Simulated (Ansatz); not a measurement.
# (GaAs)1(ZnS)2 [001] superlattice, started as zinc blende: from the cell to its phonons, part 2 of 2

Aim: the phonons of (GaAs)1(ZnS)2 [001] superlattice, started as zinc blende at a cell relaxed beforehand at this level.

Ansatz 0.2.0; DFT PBE, scalar-relativistic, plane waves, PAW.

So far: The starting structure; Modes at Γ.

The structure was built from a prototype and need not be the compound's stable phase.

## (2) Modes at Γ (continued)

Transverse modes. Lines of the infrared spectrum (strongest = 100):

```
position (cm⁻¹)  lines merged  relative intensity
             70             1                 0.0
             75             1                 0.0
             80             2                 1.7
            153             1                 0.8
            175             1                 3.6
            218             1                 100
            231             1                  74
            247             1                  38
            252             1                 0.9
            256             1                 3.7
            262             1                  67
            285             1                  31
            289             1                  32
            309             1                 3.1
```

Activity x (w_L - w)^4 (n + 1)/w, 532 nm, 300 K; the tensors are static ones, while 532 nm light lies above the computed direct gap, where resonance would change the heights; modes without the macroscopic field alone. Lines of the Raman spectrum (strongest = 100):

```
position (cm⁻¹)  lines merged  relative intensity
             70             1                 0.1
             75             1                 2.6
             80             2                 9.1
            153             1                 7.6
            175             1                 100
            218             1                 0.0
            231             1                 3.1
            247             1                  22
            252             1                 3.8
            256             1                 2.7
            262             1                 9.4
            285             1                 2.4
            289             1                 3.8
            309             1                  50
```

Static second-order susceptibility (pm/V), twice the coefficient d of second-harmonic generation. Second order susceptibility, by row:

```
field along    xx    yy      zz     yz     xz     xy
          x     0     0       0  95.41   4.09      0
          y     0     0       0   4.09  95.41      0
          z  4.09  4.09  -20.66      0      0  95.41
```

Before it was imposed, the acoustic sum rule was missed by 8.5e-5 eV/Å² and the charge sum rule by 0.016 e. Small misses are needed for a sound result but don't prove that mesh and cutoff are converged. The lowest optical mode is real, 70.2 cm⁻¹.

The log warns of the k mesh: “the force constants stand on the 8×8×8 k-mesh, whose period is 9.09 times the interband length at k = (0.0000, 0.0000, 0.0000), direct gap 0.549 eV, under 14: take them and everything formed from them as unconverged”.

## (3) Another isotope, element Ga, natural mass 69.723 amu

An isotope changes the mass and not the force constants, so no new electronic calculation is needed; the shifts show which modes move this element.

The same force constants with the mass of Ga changed from 69.723 to 70.925 u (phonopy, no LO-TO term). Both lists are sorted by frequency; levels can cross, so a row need not hold one and the same mode. Modes under 3 cm⁻¹ are left out. Isotope shifts, by row:

```
    q  rank  natural mass (cm⁻¹)  changed mass (cm⁻¹)
0 0 0     4                 70.2                69.99
0 0 0     5                 75.3                75.11
0 0 0     6                79.49                79.28
0 0 0     7                80.44                80.43
0 0 0     8                152.6                152.5
0 0 0     9                174.7                174.4
0 0 0    10                218.5                218.2
0 0 0    11                  231                  231
0 0 0    12                246.9                246.2
0 0 0    13                251.8                251.8
0 0 0    14                255.8                255.7
0 0 0    15                261.6                261.6
0 0 0    16                285.2                284.1
0 0 0    17                288.7                288.7
0 0 0    18                308.6                308.1
```

A mode of this element alone would shift by -0.85 %. The highest zone-centre frequency without the field goes from 308.6 to 308.1 cm⁻¹ (-0.2 %). The product of the frequency ratios over all optical modes at Γ is 0.980; the product rule, (m/m′)^(3k/2) (M′/M)^(3/2) with k = 1 such atoms and M the mass of the cell, gives 0.980.

## (4) Isotope substitution, element S, natural mass 32.06 amu

The same for S, from 32.06 to 33.97 u.

A mode of this element alone would shift by -2.85 %. The highest zone-centre frequency without the field goes from 308.6 to 302.1 cm⁻¹ (-2.1 %). The product of the frequency ratios over all optical modes at Γ is 0.855; the product rule, (m/m′)^(3k/2) (M′/M)^(3/2) with k = 2 such atoms and M the mass of the cell, gives 0.855.

## (5) Another isotope, element Zn, natural mass 65.38 amu

The same for Zn, from 65.38 to 67.92 u.

The same force constants with the mass of Zn changed from 65.380 to 67.925 u (phonopy, no LO-TO term). Both lists are sorted by frequency; levels can cross, so a row need not hold one and the same mode. Modes under 3 cm⁻¹ are left out. Isotope shifts, by row:

```
    q  rank  natural mass (cm⁻¹)  changed mass (cm⁻¹)
0 0 0     4                 70.2                 69.7
0 0 0     5                 75.3                74.73
0 0 0     6                79.49                78.71
0 0 0     7                80.44                79.16
0 0 0     8                152.6                150.9
0 0 0     9                174.7                172.7
0 0 0    10                218.5                218.1
0 0 0    11                  231                  230
0 0 0    12                246.9                246.3
0 0 0    13                251.8                249.8
0 0 0    14                255.8                255.1
0 0 0    15                261.6                260.5
0 0 0    16                285.2                285.2
0 0 0    17                288.7                287.5
0 0 0    18                308.6                308.4
```

A mode of this element alone would shift by -1.89 %. The highest zone-centre frequency without the field goes from 308.6 to 308.4 cm⁻¹ (-0.1 %). The product of the frequency ratios over all optical modes at Γ is 0.912; the product rule, (m/m′)^(3k/2) (M′/M)^(3/2) with k = 2 such atoms and M the mass of the cell, gives 0.912.

## (6) Summary of results

- space group (within 0.01 Å): Imm2
- volume per atom: 21.5 Å³
- gap on the k-mesh: 0.402 eV
- highest optical mode at the zone centre (no LO-TO term): 309 cm⁻¹
- top of the zone-centre spectrum with the field: 316 cm⁻¹
- lowest optical zone-centre mode: 70.2 cm⁻¹
- mean high-frequency dielectric constant: 8.37
- mean static dielectric constant: 12.6
- largest Born charge (third of the trace): -2.51 e
- imaginary modes at Γ (the only wavevector solved): none

What this shows: The structure is stable against zone-centre distortions, since no mode there is imaginary; other wavevectors were not solved, so zone-boundary instabilities are untested. Without the field, the optical modes at Γ span 70 to 309 cm⁻¹. No dispersion was computed. The highest mode in this list at Γ, 308.6 cm⁻¹, is mostly motion of S (75 % of the kinetic energy). With the macroscopic field of the longitudinal modes the top of the zone-centre spectrum lies at 316 cm⁻¹, against 309 cm⁻¹ without it. Lattice motion raises the mean dielectric constant from 8.373 to 12.64. The strongest infrared line is at 218 cm⁻¹. Averaged over orientations, the strongest Raman line at 532 nm and 300 K is at 175 cm⁻¹, among the modes without the field; their longitudinal partners can be Raman active too. The tensors are the static, non-resonant ones, while 532 nm light (2.33 eV) lies above the computed gap. With the field response the log warns that the k mesh is coarse for the force constants too, so the frequencies may not be converged. The starting cell was built on a prototype and not taken from a measurement, so the phase need not exist. These are harmonic frequencies at zero temperature: anharmonic shifts, linewidths and thermal expansion are left out.

[Logs are printed without paths, hosts, clocks, repeated set-up lines and the standing remarks that a program may print on its own settings, such as how far it seeks lower states.]

[Hosts, paths, dates, database ids (printed as entryN), source tags and the programs' standing remarks are cut or masked in the printed files.]
